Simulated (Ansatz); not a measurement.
**BaLa2S4 (I-42d):P_S, thermodynamic levels from a 56-atom cell**

Charge states of P_S in BaLa2S4 (I-42d), set against the band edges. Model: a cell of 56 host atoms with 1 S taken out and 1 P put in.

Program: Ansatz 0.2.0. Level of theory: place-levels on PBEsol runs: charge-transition levels and formation energies with image-charge correction and potential alignment at the atomic sites. Results are calculated unless marked as measured.

**1. Set-up**

The cell holds 56 atoms: 8 Ba, 16 La, 31 S and 1 P. Cell: a = 12.447 Å, b = 12.447 Å, c = 12.477 Å, α = 59.9°, β = 59.9°, γ = 60.2°. It derives from BaLa2S4 (space group I-42d). Nearest the centre at fractional (0.361, 0.449, 0.472): P38 at 0.00 Å, La18 at 2.89 Å, La14 at 2.98 Å, La23 at 3.06 Å, Ba1 at 3.06 Å, La10 at 3.14 Å, Ba6 at 3.18 Å, S51 at 3.22 Å.

Known beforehand: the electronic dielectric constant, (7.76, 7.76, 7.54), and the static one, (20.97, 20.97, 18.13), computed on the host (DFPT, PBEsol).

The cell's shortest repeat is 12.4 Å.

**2. What was run first**

A transition level is the Fermi level at which two charge states cost the same, so each charge needs its own total energy, at its own relaxed structure.

Each atom starts 0.05 Å or so off its site in a random direction. Forces are taken at one point at (¼, ¼, ¼). The cell holds 1 electron more than the neutral one, with a uniform background that keeps it neutral on the whole.

The sampling was tested on the host first: at the k-points planned (1x1x1 shifted 0.25 0.25 0.25) its energy lies 0.005 eV an atom from the dense-mesh value, under the bound of 0.02 eV set for this test; that bounds the host's error, not the defect's.

One state's input; the others differ in charge, spin, start and seed, and in occupations where the table says so.

qm1.relax/input.yaml

```yaml
crystal:
  lattice:
    - [0.0, 8.82241619, 8.7801378]
    - [8.82241619, 0.0, 8.7801378]
    - [8.82241619, 8.82241619, 0.0]
  atoms:
    - { symbol: Ba, position: [0.125, 0.625, 0.375] }
    - { symbol: Ba, position: [0.375, 0.875, 0.625] }
[... 3 atom lines left out ...]
    - { symbol: Ba, position: [0.25, 0.25, 0.75] }
    - { symbol: Ba, position: [0.5, 0.5, 0.0] }
[... 2 atom lines left out ...]
    - { symbol: La, position: [0.37368137, 0.25131863, 0.37631863] }
    - { symbol: La, position: [0.62368137, 0.50131863, 0.62631863] }
[... 2 atom lines left out ...]
    - { symbol: La, position: [0.24868137, 0.62631863, 0.62368137] }
[... 3 atom lines left out ...]
    - { symbol: La, position: [0.50131863, 0.62368137, 0.24868137] }
[... 4 atom lines left out ...]
    - { symbol: La, position: [0.62631863, 0.24868137, 0.50131863] }
[... 1 atom line left out ...]
    - { symbol: S, position: [0.23611748, 0.82415068, 0.34321553] }
    - { symbol: S, position: [0.48611748, 0.07415068, 0.59321553] }
[... 2 atom lines left out ...]
    - { symbol: S, position: [0.07415068, 0.48611748, 0.84651631] }
    - { symbol: S, position: [0.32415068, 0.73611748, 0.09651631] }
[... 4 atom lines left out ...]
    - { symbol: S, position: [0.71821553, 0.47151631, 0.36111748] }
    - { symbol: S, position: [0.96821553, 0.72151631, 0.61111748] }
[... 1 atom line left out ...]
    - { symbol: P, position: [0.36111748, 0.44915068, 0.47151631] }
[... 3 atom lines left out ...]
    - { symbol: S, position: [0.44915068, 0.36111748, 0.71821553] }
[... 2 atom lines left out ...]
    - { symbol: S, position: [0.09321553, 0.34651631, 0.57415068] }
[... 5 atom lines left out ...]
    - { symbol: S, position: [0.59651631, 0.34321553, 0.23611748] }
[... 1 atom line left out ...]
    - { symbol: S, position: [0.22151631, 0.46821553, 0.19915068] }
    - { symbol: S, position: [0.47151631, 0.71821553, 0.44915068] }
[... 1 atom line left out ...]
    - { symbol: S, position: [0.97151631, 0.21821553, 0.94915068] }
  host:
    repeats: [1, 1, 1]
    atoms:
      - { symbol: Ba, position: [0.125, 0.625, 0.375] }
      - { symbol: Ba, position: [0.375, 0.875, 0.625] }
      # ... 54 more atoms of the perfect host
total_charge: -1
basis:
  ecutwfc: 420
  xc_grid: 2
hamiltonian:
  xc: pbesol
kpoints:
  mp_grid: { grid: [1, 1, 1], shift: [0.25, 0.25, 0.25] }
scf:
  occupations: { method: fixed }
  max_iter: 100
output:
  forces: true
  charged_corrections:
    epsilon: [7.76, 7.76, 7.54]
    static_epsilon: [20.97, 20.97, 18.13]
    defect_position: [0.361117, 0.449151, 0.471516]
relax:
  f_tol: 0.02
  max_steps: 80
  random_displacement: { amplitude: 0.05, seed: 8714 }
checkpoint:
  write: "../qm1.relax.run"
  compress: false
  write_wavefunctions: true
  write_every: 100000
```

The run is started by

```console
$ ansatz run input.yaml --threads 4 --pin off --max-ram 7536MiB --backend cpu --events-out ev --progress --plain --runs-dir out
```

Defect states can disperse in a cell of this size, so the energy is taken again at a 2×2×2 shifted mesh, on the relaxed structure.

The run of this state that the levels use, under PBEsol:

qm1.point/input.yaml

```yaml
crystal:
  checkpoint: "../qm1.relax.run"
  host: checkpoint
total_charge: -1
basis:
  ecutwfc: 420
  xc_grid: 2
hamiltonian:
  xc: pbesol
kpoints:
  mp_grid: { grid: [2, 2, 2], shift: [0.5, 0.5, 0.5] }
scf:
  occupations: { method: fermi_dirac, width: 0.01 }
  max_iter: 100
output:
  forces: true
  eigenvalues: true
  charged_corrections:
    epsilon: [7.76, 7.76, 7.54]
    static_epsilon: [20.97, 20.97, 18.13]
    defect_position: [0.361117, 0.449151, 0.471516]
  eigenstates: { localisation: true }
  populations: true
  band_densities: [{ bands: [v1, v1] }, { bands: [c1, c1] }]
  write_density: true
  write_potential: true
  volumetric_format: npy
checkpoint:
  read: "../qm1.relax.run"
  write: "../qm1.point.run"
  compress: false
  write_wavefunctions: false
  write_every: 100000
```

Relaxations under PBEsol at one point at (¼, ¼, ¼); times on 4 threads of Intel Xeon Platinum 8175M at 2.50GHz (Skylake/Cascade Lake), shared host:

```tsv
charge	moment (μB)	occupations	outcome	steps	largest displacement against the far atoms (Å)	time
−1	0	fixed	converged	4	0.06	78 s
0	1	fixed	converged	12	0.26	6.9 min
```

Single points under PBEsol at a 2×2×2 shifted mesh; times on 4 threads of Intel Xeon Platinum 8175M at 2.50GHz (Skylake/Cascade Lake), shared host:

```tsv
charge	moment (μB)	occupations	outcome	time
−1	0	fermi-dirac	converged	2 min
0	1	fermi-dirac	converged	4.4 min
```

Distances (Å) from P38 to the nearest atoms after relaxation with PBEsol:

```tsv
charge	moment (μB)	1.	2.	3.	4.	5.	6.
−1	0	La 2.87	La 2.96	La 3.00	La 3.05	Ba 3.07	Ba 3.15
0	1	S 2.76	La 2.91	La 2.92	La 3.03	Ba 3.17	La 3.21
```

**3. Placing the levels, PBEsol**

A charged cell interacts with its images and the background, and its potential has another zero than the host's. place-levels removes the first by a point-charge model, screened by the static dielectric constant since the ions have relaxed around the charge, and the second by comparing potentials at atoms far from the defect.

The host is a run of the defect-free crystal in the same cutoffs, grids and k-points, so that basis and sampling errors cancel in part in the differences. Its band edges come from a run of the primitive cell that searches the zone for them. Chemical potentials are energies per atom of S (S12 rings, Pnnm, not the stable S8 form) and P (black phosphorus), run with the same functional and cutoff.

levels.point.yaml

```yaml
host:
  run: host.point.run
  levels_from: { run: edges.point.run }
states: [qm1.point.run, q0_M1.point.run]
geometry_from:
  qm1.point.run: qm1.relax.run
  q0_M1.point.run: q0_M1.relax.run
  host.point.run: host.relax.run
chemical_potentials:
  S:
    energy: -884.879081
    dataset: "<sha256 of the dataset>"
  P:
    energy: -740.035931
    dataset: <sha256 of the dataset>
epsilon: [7.76, 7.76, 7.54]
static_epsilon: [20.97, 20.97, 18.13]
vertical:
  - { from: qm1.point.run, to: qm1.point_neutral.run }
```

The run is started by

```console
$ ansatz place-levels levels.point.yaml -- --threads 4 --pin off --max-ram 7536MiB
```

Numbers of over 12 decimals in the logs are rounded to 6 here.

Log:

```text
[... repeated set-up lines and file paths are left out, and long positions are rounded to six places ...]
(0/-1) 0.735 eV above the valence edge, 1.190 eV under the conduction edge
formation energy of charge 0: +2.729 eV with the Fermi level at the valence edge
formation energy of charge -1: +3.464 eV with the Fermi level at the valence edge
vertical -1 to 0: no energy, since no alignment is typed
  the change from vertical[0].from (qm1.point.run) to vertical[0].to (qm1.point_neutral.run): by its spins about the atoms it stands at 0.391 0.435 0.473, with an rms radius of about 3.5 Å (1.8 1.9 2.3 Å across the planes of the cell's vectors); [...]
  edges by pbesol of host.levels_from (edges.point.run), its mesh sampled to repeats of 38.14 Å (the valence edge +0.079 eV and the conduction edge -0.143 eV from those of the host's own run), gap 1.925 eV; the host is sampled to repeats of 24.89 Å
  the defect's cells are sampled to repeats of 24.89 Å, like sampling
  charge 0: +0.000 eV for its dipole among its images, +0.000 omitted
  charge -1: -173765.3991 eV with its correction of +0.093 eV, at epsilon [20.97, 20.97, 18.13], aligned at sites: +0.0003 eV, mean over 11 atomic sites at or beyond 6.22 Å from the host's site at [0.3612, 0.4481, 0.4721] by the defect at [0.3611, 0.4492, [...]
  of states[1] (q0_M1.point.run): its displacements don't fall off away from the defect: farther atoms stand 0.017 Å off the host's places. [...]
  of states[0] (qm1.point.run): it parts from the run at its places by a charge that spreads by about 2.3 Å along one vector (1.8 Å or more is wide), by the spins about the atoms, where the cell does not tell a trapped carrier from a band state. [...]
  of vertical[0].from (qm1.point.run): it parts from the run at its places by a charge that spreads by about 2.3 Å along one vector (1.8 Å or more is wide), by the spins about the atoms, where the cell does not tell a trapped carrier from a band state. [...]
```

Wall time 0.34 s (4 threads of Intel Xeon Platinum 8175M at 2.50GHz (Skylake/Cascade Lake), shared host).

Under PBEsol the gap is 1.92 eV, (0/−1) 0.74 eV.

Levels between the charges placed, in eV above the valence top:

```tsv
	gap (eV)	(0/−1)
PBEsol	1.92	0.74
```

Corrections by state:

```tsv
charge	moment (μB)	image terms and alignment (eV)	band filling (eV)	ε used	over the lowest of its charge, as the program ranks them, band filling apart (eV)
0	1.0	0.000	-	-	0.000
−1	0.0	0.093	-	principal values (18.13, 20.97, 20.97)	0.000
```

The charged structures listed were also run neutral, and place-levels reads from each pair, by the potential or the spins, how wide the charge is by which they differ; that can be the carrier of either run.

```tsv
charge	rms radius (Å)	spread where it is widest against the cell (Å)	wide from (Å)	reading
−1	3.5	2.26	1.76	wide
```

The neutral runs of these pairs need not share the spin of the lowest neutral state, and very wide values only mean spread over the cell.

From the program's caveats on the states, each cut to its opening words:

- charge 0 (1 μB): its displacements don't fall off away from the defect: farther atoms stand 0.017 Å off the host's places
- charge −1: it parts from the run at its places by a charge that spreads by about 2.3 Å along one vector (1.8 Å or more is wide), by the spins about the atoms, where the [...]

Chemical potentials of the elements' reference phases, run alike. Formation energy by charge state (elemental references; gap 1.92 eV):

```tsv
charge	at valence top (eV)	at conduction bottom (eV)	correction included (eV)
0	2.73	2.73	0.00
−1	3.46	1.54	0.09
```

Fermi level (eV), lowest formation energy (eV) and a bar from the least value:
```
     0.00       2.73 ##############################
     0.17       2.73 ##############################
     0.35       2.73 ##############################
     0.52       2.73 ##############################
     0.70       2.73 ##############################
     0.87       2.59 ##########################
     1.05       2.41 ######################
     1.23       2.24 ##################
     1.40       2.06 #############
     1.58       1.89 #########
     1.75       1.71 ####
     1.92       1.54
```

**4. Effect of the sampling**

The relaxations' own energies give the levels at their sampling, for comparison.

levels.relax_mesh.yaml

```yaml
host:
  run: host.relax.run
  levels_from: { run: edges.relax.run }
states: [qm1.relax.run, q0_M1.relax.run]
chemical_potentials:
  S:
    energy: -884.879081
    dataset: "<sha256 of the dataset>"
  P:
    energy: -740.035931
    dataset: <sha256 of the dataset>
```

The run is started by

```console
$ ansatz place-levels levels.relax_mesh.yaml -- --threads 4 --pin off --max-ram 7536MiB
```

Log:

```text
(0/-1) 0.766 eV above the valence edge, 1.159 eV under the conduction edge
formation energy of charge 0: +2.719 eV with the Fermi level at the valence edge
formation energy of charge -1: +3.485 eV with the Fermi level at the valence edge
  edges by pbesol of host.levels_from (edges.relax.run), its mesh sampled to repeats of 38.14 Å (the valence edge +0.076 eV and the conduction edge -0.143 eV from those of the host's own run), gap 1.925 eV; the host is sampled to repeats of 12.45 Å
[... the lines on each state left out ...]
```

The job ended after 0.16 s (4 threads).

Levels between neighbouring charges, in eV above the valence top:

```tsv
	gap (eV)	(0/−1)
one point at (¼, ¼, ¼)	1.92	0.77
a 2×2×2 shifted mesh	1.92	0.74
```

Going from one point at (¼, ¼, ¼) to a 2×2×2 shifted mesh moves the levels that carry no band-filling term by up to 0.03 eV and formation energies against the elements by up to 0.02 eV.

**5. Placing the levels, r2SCAN**

r2SCAN on the same structure is run to see how far the result rests on the functional, though not on the errors that semilocal functionals share; the sampling changes too, to one point at (¼, ¼, ¼), so differences hold both changes.

qm1.r2scan/input.yaml

```yaml
crystal:
  checkpoint: "../qm1.relax.run"
  host: checkpoint
total_charge: -1
basis:
  ecutwfc: 500
  xc_grid: 2
hamiltonian:
  xc: r2scan
kpoints:
  mp_grid: { grid: [1, 1, 1], shift: [0.25, 0.25, 0.25] }
scf:
  occupations: { method: fermi_dirac, width: 0.01 }
  max_iter: 100
output:
  forces: true
  eigenvalues: true
  charged_corrections:
    epsilon: [7.76, 7.76, 7.54]
    static_epsilon: [20.97, 20.97, 18.13]
    defect_position: [0.361117, 0.449151, 0.471516]
checkpoint:
  write: "../qm1.r2scan.run"
  compress: false
  write_wavefunctions: false
  write_every: 100000
```

Run time: 55 s. Hardware: 4 threads; peak memory 3.5 GiB.

levels.r2scan.yaml

```yaml
host:
  run: host.r2scan.run
  levels_from: { run: edges.r2scan.run }
states: [qm1.r2scan.run, q0_M1.r2scan.run]
geometry_from:
  qm1.r2scan.run: qm1.relax.run
  q0_M1.r2scan.run: q0_M1.relax.run
  host.r2scan.run: host.relax.run
chemical_potentials:
  S:
    energy: -905.805179
    dataset: "<sha256 of the dataset>"
  P:
    energy: -759.163824
    dataset: <sha256 of the dataset>
```

The run is started by

```console
$ ansatz place-levels levels.r2scan.yaml -- --threads 4 --pin off --max-ram 7536MiB
```

Log:

```text
(0/-1) 0.946 eV above the valence edge, 1.450 eV under the conduction edge
formation energy of charge 0: +2.947 eV with the Fermi level at the valence edge
formation energy of charge -1: +3.893 eV with the Fermi level at the valence edge
  edges by r2scan of host.levels_from (edges.r2scan.run), its mesh sampled to repeats of 38.14 Å (the valence edge +0.076 eV and the conduction edge -0.138 eV from those of the host's own run), gap 2.395 eV; the host is sampled to repeats of 12.45 Å
[... the lines on each state left out ...]
```

Elapsed: 0.22 s, on 4 threads.

Under r2SCAN the gap is 2.40 eV, (0/−1) 0.95 eV.

**6. What a wrong or other choice does**

A choice is tested by changing it alone.

levels.try0.yaml is levels.point.yaml with these lines changed:

```diff
-epsilon: [7.76, 7.76, 7.54]
-static_epsilon: [20.97, 20.97, 18.13]
+epsilon: 500.0
+static_epsilon: 500.0
```

The run is started by

```console
$ ansatz place-levels levels.try0.yaml -- --threads 4 --pin off --max-ram 7536MiB
```

Log:

```text
(0/-1) 0.677 eV above the valence edge, 1.248 eV under the conduction edge
formation energy of charge 0: +2.729 eV with the Fermi level at the valence edge
formation energy of charge -1: +3.406 eV with the Fermi level at the valence edge
vertical -1 to 0: no energy, since no alignment is typed
[...]
[... the lines on each state left out ...]
```

The change: a very large dielectric constant, which removes the point-charge term and changes the alignment.

Levels in eV above the valence top; the changed ones are not the defect's:

```tsv
	gap (eV)	(0/−1)
changed	1.92	0.68
as set up	1.92	0.74
```

The largest shift is 0.06 eV.

**7. Cost and result**

Levels between neighbouring charges, in eV above each run's own valence top:

```tsv
	gap (eV)	(0/−1)	CPU time a state at this stage (restarts are quicker than cold starts)
PBEsol, 2×2×2 shifted mesh	1.92	0.74	12 min
r2SCAN on PBEsol structures, (¼, ¼, ¼)	2.40	0.95	6.4 min
```

**8. What came out**

| Property | Result |
| --- | --- |
| gap of the host | 1.92 eV (PBEsol) |
| level (0/minus 1) | 0.74 eV above the valence top |
| lowest of the charges placed, just above the valence top (0.02 eV) | 0 |
| lowest of the charges placed, just below the conduction bottom (0.02 eV) | −1 |
| lowest formation energy at mid-gap of the charges run, elemental references | 2.50 eV |

Of the charges placed (−1 and 0), the lowest changes at 0.74 eV (0/−1) above the valence top, in a gap of 1.92 eV. Charges above 0 and below −1 were not placed, so these runs say nothing of levels that involve them. States placed: 0 at 1 μB; −1 at 0 μB. Other spin states or structures, where not listed, weren't placed. P is taken at its element; compounds, which aren't counted here, bound the chemical potentials and would shift these formation energies. Going from one point at (¼, ¼, ¼) to a 2×2×2 shifted mesh moves the levels that carry no band-filling term by up to 0.03 eV and formation energies against the elements by up to 0.02 eV. Limits: PBEsol makes the gap too small and tends to spread out bound carriers; spin–orbit coupling, which can matter with heavy atoms, is left out.

[Logs are printed without paths, hosts, clocks, repeated set-up lines and the standing remarks that a program may print on its own settings, such as how far it seeks lower states.]

[Hosts, paths, dates, database ids (printed as entryN), source tags and the programs' standing remarks are cut or masked in the printed files.]

[Where a table of states has a column of steps, it counts the stored structures, which are thinned; the runs took as many ionic steps or more.]

[A defect's name tells the site on which it was built; relaxed atoms can leave that site.]

[For some hosts the program warned that the k-mesh of the response run may be too coarse for force constants and the static dielectric constant; such warnings are not shown here.]
